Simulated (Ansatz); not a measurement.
## Formation energy and levels of the hydrogen on a lattice site H_O in MgO (Fm-3m)

Aim: at which Fermi levels does H_O in MgO (Fm-3m) change its charge? The model is a cell of 54 host atoms with 1 O taken out and 1 H put in.

Calculated with Ansatz 0.2.0; place-levels on r2SCAN runs: charge-transition levels and formation energies with image-charge correction and potential alignment at the atomic sites.

**What experiment says.**

“Electronic structure of alkaline earth and post-transition metal oxides” (2009, arxiv:0908.1581) quotes from earlier work for MgO, rocksalt (bulk crystal): band gap (literature experimental gap) 7.83 eV [Literature value based on experiment; other listed experimental values range from 7.7 to …].

Report form: the programs' logs are mostly left out.

## (1) Starting point

The cell holds 54 atoms: 27 Mg, 26 O and 1 H. Cell: a = 8.919 Å, b = 8.919 Å, c = 8.919 Å, α = 60.0°, β = 60.0°, γ = 60.0°. It derives from MgO (space group Fm-3m). Nearest the centre at fractional (0.500, 0.500, 0.500): H28 at 0.00 Å, Mg51 at 2.10 Å, Mg47 at 2.10 Å, Mg35 at 2.10 Å, Mg45 at 2.10 Å, Mg29 at 2.10 Å, Mg33 at 2.10 Å, O26 at 2.97 Å.

As a file:

```xyz
54
Lattice="0.0000 6.3066 6.3066 6.3066 0.0000 6.3066 6.3066 6.3066 0.0000" Properties=species:S:1:pos:R:3 pbc="T T T"
Mg    0.0000    0.0000    0.0000
O     2.1022    2.1022    2.1022
Mg    2.1022    2.1022    0.0000
O     4.2044    4.2044    2.1022
Mg    4.2044    4.2044    0.0000
O     6.3066    6.3066    2.1022
Mg    2.1022    0.0000    2.1022
O     4.2044    2.1022    4.2044
Mg    4.2044    2.1022    2.1022
O     6.3066    4.2044    4.2044
Mg    6.3066    4.2044    2.1022
O     8.4088    6.3066    4.2044
Mg    4.2044    0.0000    4.2044
O     6.3066    2.1022    6.3066
Mg    6.3066    2.1022    4.2044
O     8.4088    4.2044    6.3066
Mg    8.4088    4.2044    4.2044
O    10.5110    6.3066    6.3066
Mg    0.0000    2.1022    2.1022
O     2.1022    4.2044    4.2044
Mg    2.1022    4.2044    2.1022
O     4.2044    6.3066    4.2044
Mg    4.2044    6.3066    2.1022
O     6.3066    8.4088    4.2044
Mg    2.1022    2.1022    4.2044
O     4.2044    4.2044    6.3066
Mg    4.2044    4.2044    4.2044
H     6.3066    6.3066    6.3066
Mg    6.3066    6.3066    4.2044
O     8.4088    8.4088    6.3066
Mg    4.2044    2.1022    6.3066
O     6.3066    4.2044    8.4088
Mg    6.3066    4.2044    6.3066
O     8.4088    6.3066    8.4088
Mg    8.4088    6.3066    6.3066
O    10.5110    8.4088    8.4088
Mg    0.0000    4.2044    4.2044
O     2.1022    6.3066    6.3066
Mg    2.1022    6.3066    4.2044
O     4.2044    8.4088    6.3066
Mg    4.2044    8.4088    4.2044
O     6.3066   10.5110    6.3066
Mg    2.1022    4.2044    6.3066
O     4.2044    6.3066    8.4088
Mg    4.2044    6.3066    6.3066
O     6.3066    8.4088    8.4088
Mg    6.3066    8.4088    6.3066
O     8.4088   10.5110    8.4088
Mg    4.2044    4.2044    8.4088
O     6.3066    6.3066   10.5110
Mg    6.3066    6.3066    8.4088
O     8.4088    8.4088   10.5110
Mg    8.4088    8.4088    8.4088
O    10.5110   10.5110   10.5110
```

The host's dielectric constants go in as inputs: 3.23 for the electrons alone, 10.09 with the ions, from a response run on this crystal (DFPT, PBEsol) at that run's own cell.

The cell's shortest repeat is 8.9 Å.

## (2) What was run first

Levels follow from differences of total energies between charge states, each relaxed by itself.

Random displacements of about 0.05 Å break the site symmetry at the start, so that the relaxation can reach a distorted minimum if there is one. Forces are taken at one point at (¼, ¼, ¼). The cell holds 1 electron more than the neutral one, with a uniform background that keeps it neutral on the whole.

The sampling was tested on the host first: at the k-points planned (1x1x1 shifted 0.25 0.25 0.25) its energy lies 0.020 eV an atom from the dense-mesh value, under the bound of 0.02 eV set for this test; that bounds the host's error, not the defect's.

One of the inputs; charge, spin and start change from state to state.

qm1.relax/input.yaml reads:

```yaml
crystal:
  lattice:
    - [0.0, 2.10219755, 2.10219755]
    - [2.10219755, 0.0, 2.10219755]
    - [2.10219755, 2.10219755, 0.0]
  atoms:
    - { symbol: Mg, position: [0.0, 0.0, 0.0] }
    - { symbol: O, position: [0.5, 0.5, 0.5] }
  supercell: [3, 3, 3]
  defects: [{ substitution: { at: 27, symbol: H } }]
total_charge: -1
basis:
  ecutwfc: 500
  xc_grid: 2
hamiltonian:
  xc: r2scan
kpoints:
  mp_grid: { grid: [1, 1, 1], shift: [0.25, 0.25, 0.25] }
scf:
  occupations: { method: fixed }
  max_iter: 60
output:
  forces: true
  charged_corrections: { epsilon: 3.23, static_epsilon: 10.09 }
relax:
  f_tol: 0.02
  max_steps: 80
  random_displacement: { amplitude: 0.05, seed: 9508 }
checkpoint:
  write: "../qm1.relax.run"
  compress: false
  write_wavefunctions: true
  write_every: 100000
```

Launch:

```console
$ ansatz run input.yaml --threads 4 --pin off --max-ram 7536MiB --backend cpu --events-out ev --progress --plain --runs-dir out
```

The relaxed structure is kept and the sampling changed to a 2×2×2 shifted mesh.

The run of this state that the levels use, under r2SCAN:

qm1.point/input.yaml reads:

```yaml
crystal:
  checkpoint: "../qm1.relax.run"
  host: checkpoint
total_charge: -1
basis:
  ecutwfc: 500
  xc_grid: 2
hamiltonian:
  xc: r2scan
kpoints:
  mp_grid: { grid: [2, 2, 2], shift: [0.5, 0.5, 0.5] }
scf:
  occupations: { method: fermi_dirac, width: 0.01 }
  max_iter: 60
output:
  forces: true
  eigenvalues: true
  charged_corrections:
    epsilon: 3.23
    static_epsilon: 10.09
    defect_position: [0.5, 0.5, 0.5]
  eigenstates: { localisation: true }
  populations: true
  band_densities: [{ bands: [v1, v1] }, { bands: [c1, c1] }]
  write_density: true
  write_potential: true
  volumetric_format: npy
checkpoint:
  read: "../qm1.relax.run"
  write: "../qm1.point.run"
  compress: false
  write_wavefunctions: false
  write_every: 100000
```

Relaxations under r2SCAN at one point at (¼, ¼, ¼); times on 4 threads of Arm Neoverse V1, shared host:

```
charge  moment (μB)  occupations    outcome  steps  largest displacement against the far atoms (Å)     time
    −1            0        fixed  converged     14                                            1.51  2.3 min
     0            1        fixed  converged      9                                            0.59  4.2 min
    +1            0        fixed  converged      4                                            0.10     67 s
    +2            1        fixed  converged      6                                            0.09  3.8 min
```

Single points under r2SCAN at a 2×2×2 shifted mesh; times on 4 threads of Arm Neoverse V1, shared host:

```
charge  moment (μB)  occupations    outcome     time
    −1            0  fermi-dirac  converged     70 s
     0            1  fermi-dirac  converged  2.7 min
    +1            0  fermi-dirac  converged     68 s
    +2            1  fermi-dirac  converged    3 min
```

Distances (Å) from H28 to the nearest atoms after relaxation with r2SCAN:

```
charge  moment (μB)       1.       2.       3.       4.       5.       6.
    −1            0  Mg 1.73  Mg 1.73  Mg 1.73  Mg 2.02   O 2.12   O 2.12
     0            1  Mg 1.87  Mg 1.88  Mg 1.88   O 2.54  Mg 2.55   O 2.55
    +1            0  Mg 2.20  Mg 2.20  Mg 2.20  Mg 2.20  Mg 2.20  Mg 2.20
    +2            1  Mg 2.19  Mg 2.19  Mg 2.19  Mg 2.19  Mg 2.19  Mg 2.19
```

## (3) place-levels, r2SCAN

A charged cell interacts with its images and the background, and its potential has another zero than the host's. place-levels removes the first by a point-charge model, screened by the static dielectric constant since the ions have relaxed around the charge, and the second by comparing potentials at atoms far from the defect.

The host is a run of the defect-free crystal in the same cutoffs, grids and k-points, so that basis and sampling errors cancel in part in the differences. The host is run in a cell of 2 atoms on a matching mesh. Its band edges are searched through the zone by a band path, so the gap is smaller than, or equal to, that on the mesh. Chemical potentials are energies per atom of O (O2 molecule) and H (H2 molecule), run with the same functional and cutoff.

levels.point.yaml reads:

```yaml
host:
  run: host.point.run
states: [qm1.point.run, q0_M1.point.run, qp1.point.run, qp2_M1.point.run]
geometry_from:
  qm1.point.run: qm1.relax.run
  q0_M1.point.run: q0_M1.relax.run
  qp1.point.run: qp1.relax.run
  qp2_M1.point.run: qp2_M1.relax.run
chemical_potentials:
  O:
    energy: -565.983079
    dataset: "<sha256 of the dataset>"
  H:
    energy: -15.945667
    dataset: "<sha256 of the dataset>"
epsilon: 3.23
static_epsilon: 10.09
vertical:
  - { from: qm1.point.run, to: qm1.point_neutral.run }
  - { from: qp1.point.run, to: qp1.point_neutral.run }
  - { from: qp2_M1.point.run, to: qp2_M1.point_neutral.run }
```

Launch:

```console
$ ansatz place-levels levels.point.yaml -- --threads 4 --pin off --max-ram 7536MiB
```

Run time: 0.54 s. Hardware: 4 threads of Arm Neoverse V1, shared host.

Levels between the charges placed, in eV above the valence top:

```
        gap (eV)  (+2/+1)  (+1/0)  (0/−1)
r2SCAN      5.68     0.00    5.87    5.96
```

Corrections by state:

```
charge  moment (μB)  image terms and alignment (eV)  band filling (eV)  ε used  over the lowest of its charge, as the program ranks them, band filling apart (eV)
    +2          1.0                           0.557             -0.690   10.09                                                                              0.000
    +1          0.0                           0.135                  -   10.09                                                                              0.000
     0          1.0                           0.000                  -       -                                                                              0.000
    −1          0.0                           0.346                  -   10.09                                                                              0.000
```

The charged structures listed were also run neutral, and place-levels reads from each pair, by the potential or the spins, how wide the charge is by which they differ; that can be the carrier of either run.

```
charge  rms radius (Å)  spread where it is widest against the cell (Å)  wide from (Å)  reading
    +2             4.4                                            2.60           1.26     wide
    +1             3.3                                            1.92           1.26     wide
    −1             1.1                                            0.64           1.26   narrow
```

The neutral runs of these pairs need not share the spin of the lowest neutral state, and very wide values only mean spread over the cell.

From the program's caveats on the states, each cut to its opening words:

- charge +2 (1 μB): it parts from the run at its places by a charge that spreads by about 2.6 Å along one vector (1.3 Å or more is wide), by its potential at epsilon 3.23, taken [...]
- charge +2 (1 μB): a band-filling correction moves a carrier to the host's band edge, which changes its energy by -0.690 eV
- charge +2 (1 μB), +1, 0 (1 μB), −1: its alignment with the host at atomic sites is doubtful: the cell is too small to show whether the defect's potential has decayed: take a larger one
- charge +2 (1 μB): its moments are held at its close (magnetization.spin_locking), by a field of 0.013 eV a Bohr magneton, and its energy and levels are of the state that this [...]
- charge +2 (1 μB), 0 (1 μB): flagged: stability check not made
- charge +1: it parts from the run at its places by a charge that spreads by about 1.9 Å along one vector (1.3 Å or more is wide), by its potential at epsilon 3.23, taken [...]

Chemical potentials of the elements' reference phases, run alike. Formation energy by charge state (elemental references; gap 5.68 eV):

```
charge  at valence top (eV)  at conduction bottom (eV)  correction included (eV)
    +2                 2.65                      14.02                     -0.13
    +1                 2.65                       8.34                      0.13
     0                 8.52                       8.52                      0.00
    −1                14.48                       8.79                      0.35
```

| Fermi level (eV) | lowest formation energy (eV) |
| --- | --- |
| 0.00 | 2.65 |
| 0.52 | 3.17 |
| 1.03 | 3.69 |
| 1.55 | 4.20 |
| 2.07 | 4.72 |
| 2.58 | 5.24 |
| 3.10 | 5.76 |
| 3.62 | 6.27 |
| 4.14 | 6.79 |
| 4.65 | 7.31 |
| 5.17 | 7.82 |
| 5.68 | 8.34 |

## (4) The same at the relaxations' own k-points

The relaxations' own energies give the levels at their sampling, for comparison.

levels.relax_mesh.yaml reads:

```yaml
host:
  run: host.relax.run
states: [qm1.relax.run, q0_M1.relax.run, qp1.relax.run, qp2_M1.relax.run]
chemical_potentials:
  O:
    energy: -565.983079
    dataset: "<sha256 of the dataset>"
  H:
    energy: -15.945667
    dataset: "<sha256 of the dataset>"
```

Launch:

```console
$ ansatz place-levels levels.relax_mesh.yaml -- --threads 4 --pin off --max-ram 7536MiB
```

The job ended after 0.16 s (4 threads).

Levels between neighbouring charges, in eV above the valence top:

```
                        gap (eV)  (+2/+1)  (+1/0)  (0/−1)
one point at (¼, ¼, ¼)      5.67    -0.01    5.74    5.76
  a 2×2×2 shifted mesh      5.68     0.00    5.87    5.96
```

Going from one point at (¼, ¼, ¼) to a 2×2×2 shifted mesh moves the levels that carry no band-filling term by up to 0.20 eV and formation energies against the elements by up to 0.54 eV; band-filling terms, which differ between samplings, are in these energies.

## (5) What a wrong or other choice does

The levels are placed again with one choice changed, to see how much they rest on it.

levels.try0.yaml is levels.point.yaml with these lines changed:

```diff
-epsilon: 3.23
-static_epsilon: 10.09
+epsilon: 500.0
+static_epsilon: 500.0
```

Launch:

```console
$ ansatz place-levels levels.try0.yaml -- --threads 4 --pin off --max-ram 7536MiB
```

The change: a very large dielectric constant, which removes the point-charge term and changes the alignment.

Levels in eV above the valence top; the changed ones are not the defect's:

```
           gap (eV)  (+2/+1)  (+1/0)  (0/−1)
  changed      5.68     0.00    6.04    5.79
as set up      5.68     0.00    5.87    5.96
```

The largest shift is 0.17 eV, band-filling terms included.

## (6) Outcome

| Property | Result |
| --- | --- |
| gap of the host | 5.68 eV (r2SCAN) |
| level (plus 2/plus 1) | 0.00 eV above the valence top (-0.69 eV above the valence top without the band-filling term) |
| level (plus 1/0) | 5.87 eV above the valence top, past the conduction bottom |
| level (0/minus 1) | 5.96 eV above the valence top, past the conduction bottom |
| lowest of the charges placed, just above the valence top (0.02 eV) | +1 |
| lowest of the charges placed, just below the conduction bottom (0.02 eV) | +1 |
| lowest formation energy at mid-gap of the charges run, elemental references | 5.50 eV |

**Reading.** Of the charges placed (−1, 0, +1 and +2), +1 is the lowest from 0.02 eV above the valence top to 0.02 eV below the conduction bottom, a gap of 5.68 eV. States placed: +2 at 1 μB; +1 at 0 μB; 0 at 1 μB; −1 at 0 μB. Other spin states or structures, where not listed, weren't placed. The program finds carriers beyond a band edge of the host and adds a band-filling term at charge +2 (-0.69 eV); steps to such a charge show no bound level, and a defect level inside a band would be read the same way. At charge −1 the atom put in ends up to 1.5 Å from its starting place, so the name tells the start alone and the levels can join different sites. H is taken at its element; compounds, which aren't counted here, bound the chemical potentials and would shift these formation energies. Going from one point at (¼, ¼, ¼) to a 2×2×2 shifted mesh moves the levels that carry no band-filling term by up to 0.20 eV and formation energies against the elements by up to 0.54 eV; band-filling terms, which differ between samplings, are in these energies. The program doubts the alignment of potentials for at least one state, a sign that the cell is small. Keep in mind: the images are only 8.9 Å apart; r2SCAN makes the gap too small and tends to spread out bound carriers; where a gas molecule sets a chemical potential or the host's formation energy, its binding is uncorrected; force components of up to 0.13 eV/Å remain in a run at the final settings.

Comparison with the measured values:

| quantity | measured | r2SCAN |
| --- | --- | --- |
| band gap (least gap of the host) (eV) | 7.83 | 5.68 (-2.15 eV) |

Measured values from arxiv:0908.1581 (2009).

**Verdict.** The band gap is off by -2.15 eV: a clear miss. Local and semilocal functionals usually give gaps below the measured ones. Zero-point and thermal motion shift the measured gap.

[Logs are printed without paths, hosts, clocks, repeated set-up lines and the standing remarks that a program may print on its own settings, such as how far it seeks lower states.]

[Hosts, paths, dates, database ids (printed as entryN), source tags and the programs' standing remarks are cut or masked in the printed files.]

[Where a table of states has a column of steps, it counts the stored structures, which are thinned; the runs took as many ionic steps or more.]

[A defect's name tells the site on which it was built; relaxed atoms can leave that site.]

[For some hosts the program warned that the k-mesh of the response run may be too coarse for force constants and the static dielectric constant; such warnings are not shown here.]
